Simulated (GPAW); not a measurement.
## The basis that the transmission of a Sn chain with a Li atom on top of one atom needs

Wanted: the zero-bias transmission of a Sn chain with a Li atom on top of one atom on a ladder of levels, with run times.

Program: GPAW 26.7.0. Level of theory: GPAW LCAO, PAW setups; Landauer transmission from Green's functions with principal layers (ASE), zero bias. Results are calculated unless marked as measured.

## 1. The structure

The cell holds 12 atoms: 11 Sn and 1 Li. Cell: a = 9.000 Å, b = 9.000 Å, c = 30.250 Å, α = 90.0°, β = 90.0°, γ = 90.0°. Regions: left lead, 5 atoms (5 Sn); channel, 2 atoms (1 Sn and 1 Li); right lead, 5 atoms (5 Sn). Vacuum lies along a and b. The structure is stacked along c, and the current runs across the ab planes.

## 2. Double-zeta polarised basis

The script solves lead and junction separately, takes H and S in the orbital basis, and joins semi-infinite leads through their self-energies; the dzp basis is the working standard.

Contents of run.py:

```python
import json
import numpy as np
from ase import Atoms
from ase.transport.calculators import TransportCalculator
from gpaw import GPAW, FermiDirac
from gpaw.lcao.tools import get_lcao_hamiltonian
from scipy.linalg import eigh

# The junction with lead layers at both ends, along the third cell vector
device = Atoms(
    ['Sn', 'Sn', 'Sn', 'Sn', 'Sn', 'Sn', 'Li', 'Sn', 'Sn', 'Sn', 'Sn', 'Sn'],
    positions=[
        [4.50000, 4.50000, 1.37500],
        [4.50000, 4.50000, 4.12500],
        [4.50000, 4.50000, 6.87500],
        [4.50000, 4.50000, 9.62500],
        [4.50000, 4.50000, 12.37500],
        [4.50000, 4.50000, 15.12500],
        [7.16180, 4.50000, 15.12500],
        [4.50000, 4.50000, 17.87500],
        [4.50000, 4.50000, 20.62500],
        [4.50000, 4.50000, 23.37500],
        [4.50000, 4.50000, 26.12500],
        [4.50000, 4.50000, 28.87500]],
    cell=[[9.0, 0.0, 0.0], [0.0, 9.0, 0.0], [0.0, 0.0, 30.25]],
    pbc=True)

# One principal layer of the lead: the first 3 atoms of the device
lead = Atoms(
    ['Sn', 'Sn', 'Sn'],
    positions=[
        [4.50000, 4.50000, 1.37500],
        [4.50000, 4.50000, 4.12500],
        [4.50000, 4.50000, 6.87500]],
    cell=[[9.0, 0.0, 0.0], [0.0, 9.0, 0.0], [0.0, 0.0, 8.25]],
    pbc=True)

settings = dict(mode='lcao', basis='dzp', xc='PBE', h=0.2,
                occupations=FermiDirac(0.1), maxiter=250,
                mixer=dict(beta=0.1, nmaxold=8, weight=100.0),
                convergence=dict(density=0.0001))
energies = np.arange(-3, 3 + 1e-9, 0.075)
eta = 0.0001
n1, n2 = 1, 1
# k and -k transmit alike, so half of the mesh across the current serves
mesh = [(i, j) for i in range(n1) for j in range(n2) if (i, j) <= (-i % n1, -j % n2)]
weights = np.array([1 if (i, j) == (-i % n1, -j % n2) else 2 for i, j in mesh]) / (n1 * n2)

# [... helper functions left out ...]
fermi_lead = ground_state(lead, (1, 1, 14), 'lead.txt')
fermi_device = ground_state(device, (1, 1, 3), 'device.txt')
# [... loop over the mesh left out, but for ...]
        # Shift the lead onto the potential of the device's first layer
        shift = ((H[:, 0, 0] - H0[:, 0, 0]) / S0[0, 0]).real.mean()
# [...]
kT = 8.617333e-5 * 500
bias = [0.1, 0.2, 0.5, 1.0, 1.5, 2.0]
# [... integrals and printing left out ...]
```

Run with:

```bash
> OMP_NUM_THREADS=1 OPENBLAS_NUM_THREADS=1 python run.py
```

The program printed:

```text
basis functions: device 258, principal layer 69
Fermi level: lead -2.9469 eV, device -2.6929 eV; lead shifted by 0.0244 eV
largest coupling past the next layer 3.84e-07 eV, largest misfit of the first layer 0.021 eV
  E-E_F (eV)   T (one spin)  [channel counts left out]
    -3.000    2.8106e-08
    -2.925    2.5239e-08
    -2.850    3.6640e-08
    -2.775    1.0261e-07
    -2.700    2.0243e-06
    -2.625    9.9820e-01
    -2.550    9.9915e-01
    -2.475    9.9929e-01
    -2.400    9.9930e-01
    -2.325    9.9929e-01
    -2.250    9.9927e-01
    -2.175    9.9925e-01
    -2.100    9.9923e-01
    -2.025    9.9920e-01
    -1.950    9.9917e-01
    -1.875    9.9914e-01
[...]
2.475    2.8605e+00
     2.550    2.8390e+00
     2.625    2.8120e+00
     2.700    2.7763e+00
     2.775    2.7277e+00
     2.850    2.6592e+00
     2.925    2.5608e+00
     3.000    2.4159e+00
conductance at 500 K: 2.9558 G0 a cell; thermopower -0.2565 uV/K
current from the zero-bias T(E) at 0.1 V: 22.901 uA
current from the zero-bias T(E) at 0.2 V: 45.799 uA
current from the zero-bias T(E) at 0.5 V: 114.43 uA
current from the zero-bias T(E) at 1.0 V: 227.65 uA
current from the zero-bias T(E) at 1.5 V: 333.47 uA
current from the zero-bias T(E) at 2.0 V: 415.55 uA
```

Run time: 39 s. Hardware: 1 thread of Arm Neoverse V2, shared host; peak memory 1 GiB.

This step gave:

| Item | Value |
| --- | --- |
| conductance | 2.956 G₀ |
| largest coupling past the next principal layer | 3.84e-7 eV |
| largest misfit of the first principal layer | 0.02070 eV |
| shift that aligns the lead | 0.02439 eV |
| basis functions of the junction | 258 |
| basis functions of a principal layer | 69 |
| transmission at the Fermi level (one spin) | 2.956 |

One spin. The transmission, zone mean by energy, zero at the Fermi level:

```tsv
energy (eV)	transmission, zone mean
-3.00	2.8e-8
-2.85	3.7e-8
-2.70	2.0e-6
-2.55	0.999
-2.33	0.999
-2.17	0.999
-2.02	0.999
-1.88	0.999
-1.73	0.999
-1.57	0.999
-1.35	0.991
-1.20	0.977
-1.05	0.998
-0.90	0.999
-0.75	2.23
-0.60	2.66
-0.38	2.90
-0.23	2.94
-0.07	2.95
0.00	2.96
0.07	2.96
0.23	2.97
0.38	2.97
0.53	2.97
0.60	2.97
0.75	2.97
0.90	2.97
1.05	2.97
1.20	2.97
1.35	2.96
1.57	2.95
1.73	2.89
1.88	2.98
2.02	2.95
2.17	2.92
2.33	2.89
2.55	2.84
2.70	2.78
2.85	2.66
3.00	2.42
```

Not self-consistent under bias; the bias window is split evenly. Table of current through one cell, from the zero-bias transmission by bias:

```tsv
bias (V)	current through one cell, from the zero-bias transmission (μA)
0.100	22.9
0.200	45.8
0.500	114
1.000	228
1.500	333
2.000	416
```

Transmission of the three most open eigenchannels against energy, zero at the Fermi level:

```tsv
energy (eV)	channel 1	channel 2	channel 3
-3.00	2.8e-8	0	0
-2.85	3.7e-8	0	0
-2.70	2.0e-6	0	0
-2.55	0.999	0	0
-2.33	0.999	0	0
-2.17	0.999	0	0
-2.02	0.999	0	0
-1.88	0.999	0	0
-1.73	0.999	0	0
-1.57	0.999	0	0
-1.35	0.991	0	0
-1.20	0.977	0	0
-1.05	0.998	0	0
-0.90	0.999	3.3e-10	3.8e-11
-0.75	0.999	0.721	0.513
-0.60	0.999	0.925	0.734
-0.38	0.999	0.986	0.912
-0.23	0.999	0.995	0.944
-0.07	0.999	0.996	0.956
0.00	0.999	0.996	0.960
0.07	0.999	0.996	0.964
0.23	0.999	0.997	0.971
0.38	0.999	0.997	0.976
0.60	0.999	0.998	0.977
0.75	0.999	0.997	0.977
0.90	0.999	0.997	0.975
1.05	0.999	0.996	0.974
1.20	0.999	0.996	0.972
1.35	0.999	0.996	0.968
1.57	0.999	0.996	0.953
1.73	0.999	0.995	0.894
1.88	0.997	0.994	0.989
2.02	0.999	0.991	0.958
2.17	0.999	0.988	0.934
2.33	0.999	0.984	0.910
2.55	0.999	0.979	0.861
2.70	0.999	0.973	0.804
2.85	0.999	0.956	0.703
3.00	0.999	0.900	0.516
```

Couplings past the next layer reach 3.8e-7 eV, small enough to drop; the matrix elements of the cell's first layer differ from the bulk lead's by up to 0.021 eV. That layer keeps its own values in the calculation, and only beyond it is the lead taken as perfect. The Fermi levels of lead and junction count from different zeros of potential, one for each periodic cell; with both set to zero, the small remaining shift is what aligns them. By hand: G = 2.956 × 77.48 μS = 229 μS, a resistance of 4.37 kΩ; at 0.1 V a linear junction would pass 22.9 μA, and the integral over the bias window gives 22.9 μA.

## 3. Single-zeta polarised basis

One radial function a shell plus polarisation makes the matrices smaller; the question is what that costs.

run.py: that of step 2 with these lines changed.

```diff
@@ -37,3 +37,3 @@
 
-settings = dict(mode='lcao', basis='dzp', xc='PBE', h=0.2,
+settings = dict(mode='lcao', basis='szp(dzp)', xc='PBE', h=0.2,
                 occupations=FermiDirac(0.1), maxiter=250,
```

The program printed:

```text
basis functions: device 158, principal layer 42
Fermi level: lead -3.2113 eV, device -2.9060 eV; lead shifted by 0.0203 eV
largest coupling past the next layer 3.63e-07 eV, largest misfit of the first layer 0.029 eV
  E-E_F (eV)   T (one spin)  [channel counts left out]
    -3.000    8.0030e-09
    -2.925    9.1319e-09
    -2.850    1.4035e-08
    -2.775    3.2487e-08
    -2.700    1.7053e-07
    -2.625    6.3003e-01
    -2.550    9.9530e-01
    -2.475    9.9756e-01
    -2.400    9.9832e-01
    -2.325    9.9870e-01
    -2.250    9.9893e-01
    -2.175    9.9907e-01
    -2.100    9.9918e-01
    -2.025    9.9926e-01
    -1.950    9.9932e-01
    -1.875    9.9936e-01
[...]
2.475    2.8629e+00
     2.550    2.8412e+00
     2.625    2.8145e+00
     2.700    2.7799e+00
     2.775    2.7329e+00
     2.850    2.6669e+00
     2.925    2.5719e+00
     3.000    2.4311e+00
conductance at 500 K: 2.9535 G0 a cell; thermopower -0.2312 uV/K
current from the zero-bias T(E) at 0.1 V: 22.883 uA
current from the zero-bias T(E) at 0.2 V: 45.764 uA
current from the zero-bias T(E) at 0.5 V: 114.35 uA
current from the zero-bias T(E) at 1.0 V: 227.54 uA
current from the zero-bias T(E) at 1.5 V: 333.23 uA
current from the zero-bias T(E) at 2.0 V: 415 uA
```

Run time: 30 s. Hardware: 1 thread; peak memory 1 GiB.

This step gave:

```yaml
conductance: 2.953 G₀
largest_coupling_past_the_next_principal_layer: 3.63e-7 eV
largest_misfit_of_the_first_principal_layer: 0.02856 eV
shift_that_aligns_the_lead: 0.02030 eV
basis_functions_of_the_junction: 158
basis_functions_of_a_principal_layer: 42
transmission_at_the_fermi_level_one_spin: 2.954
```

One spin. Transmission, zone mean against energy, zero at the Fermi level:

```tsv
energy (eV)	transmission, zone mean
-3.00	8.0e-9
-2.85	1.4e-8
-2.70	1.7e-7
-2.55	0.995
-2.33	0.999
-2.17	0.999
-2.02	0.999
-1.88	0.999
-1.73	0.999
-1.57	0.999
-1.35	0.995
-1.20	0.965
-1.05	0.997
-0.90	0.998
-0.75	2.15
-0.60	2.67
-0.38	2.90
-0.23	2.94
-0.07	2.95
0.00	2.95
0.07	2.96
0.23	2.96
0.38	2.97
0.53	2.97
0.60	2.97
0.75	2.97
0.90	2.96
1.05	2.96
1.20	2.96
1.35	2.96
1.57	2.95
1.73	2.93
1.88	2.87
2.02	2.98
2.17	2.93
2.33	2.90
2.55	2.84
2.70	2.78
2.85	2.67
3.00	2.43
```

Not self-consistent under bias; the bias window is split evenly. Table of current through one cell, from the zero-bias transmission by bias:

```tsv
bias (V)	current through one cell, from the zero-bias transmission (μA)
0.100	22.9
0.200	45.8
0.500	114
1.000	228
1.500	333
2.000	415
```

Transmission of the three most open eigenchannels against energy, zero at the Fermi level:

```tsv
energy (eV)	channel 1	channel 2	channel 3
-3.00	8.0e-9	0	0
-2.85	1.4e-8	0	0
-2.70	1.7e-7	0	0
-2.55	0.995	0	0
-2.33	0.999	0	0
-2.17	0.999	0	0
-2.02	0.999	0	0
-1.88	0.999	0	0
-1.73	0.999	0	0
-1.57	0.999	0	0
-1.35	0.995	0	0
-1.20	0.965	0	0
-1.05	0.997	0	0
-0.90	0.998	1.1e-10	1.9e-11
-0.75	0.999	0.604	0.550
-0.60	0.999	0.926	0.743
-0.38	0.999	0.987	0.913
-0.23	0.999	0.995	0.943
-0.07	0.999	0.996	0.954
0.00	0.999	0.997	0.958
0.07	0.999	0.997	0.961
0.23	0.999	0.997	0.968
0.38	0.999	0.998	0.972
0.60	0.999	0.998	0.972
0.75	0.999	0.998	0.971
0.90	0.999	0.997	0.968
1.05	0.999	0.997	0.966
1.20	0.999	0.997	0.964
1.35	0.999	0.997	0.961
1.57	0.999	0.997	0.949
1.73	0.999	0.996	0.931
1.88	0.999	0.995	0.875
2.02	0.996	0.993	0.987
2.17	0.999	0.991	0.944
2.33	0.999	0.988	0.911
2.55	0.999	0.984	0.858
2.70	0.999	0.979	0.801
2.85	0.999	0.967	0.701
3.00	0.999	0.919	0.513
```

The conductance equals that of the dzp run to 0.2 %.

## 4. Minimal basis

The minimal basis is the cheapest rung: no second zeta and no polarisation.

run.py: that of step 3 with these lines changed.

```diff
@@ -37,3 +37,3 @@
 
-settings = dict(mode='lcao', basis='szp(dzp)', xc='PBE', h=0.2,
+settings = dict(mode='lcao', basis='sz(dzp)', xc='PBE', h=0.2,
                 occupations=FermiDirac(0.1), maxiter=250,
```

The program printed:

```text
basis functions: device 100, principal layer 27
Fermi level: lead -3.0929 eV, device -2.7723 eV; lead shifted by 0.0406 eV
largest coupling past the next layer 4.07e-07 eV, largest misfit of the first layer 0.047 eV
  E-E_F (eV)   T (one spin)  [channel counts left out]
    -3.000    4.6026e-08
    -2.925    4.8941e-08
    -2.850    1.0001e-07
[...]
2.925    2.5822e+00
     3.000    2.4547e+00
conductance at 500 K: 2.9185 G0 a cell; thermopower -0.1604 uV/K
current from the zero-bias T(E) at 0.1 V: 22.613 uA
current from the zero-bias T(E) at 0.2 V: 45.226 uA
current from the zero-bias T(E) at 0.5 V: 113.05 uA
current from the zero-bias T(E) at 1.0 V: 225.18 uA
current from the zero-bias T(E) at 1.5 V: 330.91 uA
current from the zero-bias T(E) at 2.0 V: 412.08 uA
```

Wall time 24 s (1 thread); peak memory 0.94 GiB.

Numbers from this step:

* conductance: 2.919 G₀
* largest coupling past the next principal layer: 4.07e-7 eV
* largest misfit of the first principal layer: 0.04717 eV
* shift that aligns the lead: 0.04056 eV
* basis functions of the junction: 100
* basis functions of a principal layer: 27
* transmission at the Fermi level (one spin): 2.918

The conductance, 2.92 G₀, lies 1.3 % below that of the dzp run.

## 5. LDA in the dzp basis: xc = "LDA"

Back in the dzp basis, the functional changes from PBE to LDA, to set the spread between functionals beside that between bases.

run.py: that of step 4 with these lines changed.

```diff
@@ -37,3 +37,3 @@
 
-settings = dict(mode='lcao', basis='sz(dzp)', xc='PBE', h=0.2,
+settings = dict(mode='lcao', basis='dzp', xc='LDA', h=0.2,
                 occupations=FermiDirac(0.1), maxiter=250,
```

The program printed:

```text
basis functions: device 258, principal layer 69
Fermi level: lead -3.1886 eV, device -2.9238 eV; lead shifted by 0.0110 eV
largest coupling past the next layer 3.90e-07 eV, largest misfit of the first layer 0.016 eV
  E-E_F (eV)   T (one spin)  [channel counts left out]
    -3.000    1.0800e-08
    -2.925    1.4351e-08
    -2.850    2.8382e-08
[...]
2.925    2.4888e+00
     3.000    2.3238e+00
conductance at 500 K: 2.9607 G0 a cell; thermopower -0.2479 uV/K
current from the zero-bias T(E) at 0.1 V: 22.939 uA
current from the zero-bias T(E) at 0.2 V: 45.873 uA
current from the zero-bias T(E) at 0.5 V: 114.59 uA
current from the zero-bias T(E) at 1.0 V: 227.93 uA
current from the zero-bias T(E) at 1.5 V: 333.64 uA
current from the zero-bias T(E) at 2.0 V: 415.48 uA
```

Wall time 35 s (1 thread); peak memory 1 GiB.

Numbers from this step:

- conductance: 2.961 G₀
- largest coupling past the next principal layer: 3.90e-7 eV
- largest misfit of the first principal layer: 0.01643 eV
- shift that aligns the lead: 0.01104 eV
- basis functions of the junction: 258
- basis functions of a principal layer: 69
- transmission at the Fermi level (one spin): 2.961

The conductance equals that of the dzp run to 0.2 %.

## 6. The ladder

Times are for 1 thread of Arm Neoverse V2, shared host. The series side by side:

```tsv
no.	run	conductance (G₀)	time	memory (GiB)
1	dzp	2.956	39 s	1.0
2	szp	2.953	30 s	1.0
3	sz	2.919	24 s	0.94
4	dzp LDA	2.961	35 s	1.0
```

## 7. Comparison

The curves are compared point by point over the common energies.

This step: comparison of transmission and cost over codes and levels (GPAW 26.7.0).

Ladder, by row:

```tsv
step	code	T at the Fermi level (sum over the listed spins)	conductance (G0)	r.m.s. T(E) from the first	wall time (s)	peak memory (GiB)	threads
dzp	GPAW	2.956	2.956	0	38.72	1.04	1
szp	GPAW	2.954	2.953	0.1163	30.33	1.01	1
sz	GPAW	2.918	2.919	0.1675	24.17	0.94	1
dzp-LDA	GPAW	2.961	2.961	0.1073	35.47	1.04	1
```

Transmission, zone mean, sum over the listed spins against energy, zero at the Fermi level:

```tsv
energy (eV)	dzp	szp	sz	dzp-LDA
-3.0000	2.8e-8	8.0e-9	4.6e-8	1.1e-8
-2.7750	1.0e-7	3.2e-8	8.2e-7	1.1e-7
-2.4750	0.999	0.998	0.999	0.999
-2.2500	0.999	0.999	0.999	0.999
-2.0250	0.999	0.999	0.999	0.999
-1.7250	0.999	0.999	0.999	0.999
-1.5000	0.998	0.999	0.992	0.998
-1.2750	0.841	0.926	0.986	0.962
-0.9750	0.999	0.998	0.998	0.999
-0.7500	2.23	2.15	2.53	2.11
-0.5250	2.77	2.77	2.77	2.78
-0.2250	2.94	2.94	2.91	2.94
0.0000	2.96	2.95	2.92	2.96
0.2250	2.97	2.96	2.93	2.97
0.3000	2.97	2.97	2.93	2.97
0.5250	2.97	2.97	2.92	2.98
0.6000	2.97	2.97	2.92	2.98
0.7500	2.97	2.97	2.90	2.98
0.9750	2.97	2.96	2.87	2.97
1.2750	2.97	2.96	2.82	2.97
1.5000	2.96	2.95	2.71	2.96
1.7250	2.89	2.93	2.20	2.94
1.8750	2.98	2.87	2.63	2.91
2.0250	2.95	2.98	2.99	2.95
2.2500	2.91	2.92	2.93	2.91
2.4750	2.86	2.86	2.85	2.85
2.7750	2.73	2.73	2.72	2.68
3.0000	2.42	2.43	2.45	2.32
```

[end of part 1 of 2]

[Logs are printed without paths, hosts, clocks, repeated set-up lines and the standing remarks that a program may print on its own settings, such as how far it seeks lower states.]

[Hosts, paths, dates, database ids (printed as entryN), source tags and the programs' standing remarks are cut or masked in the printed files.]
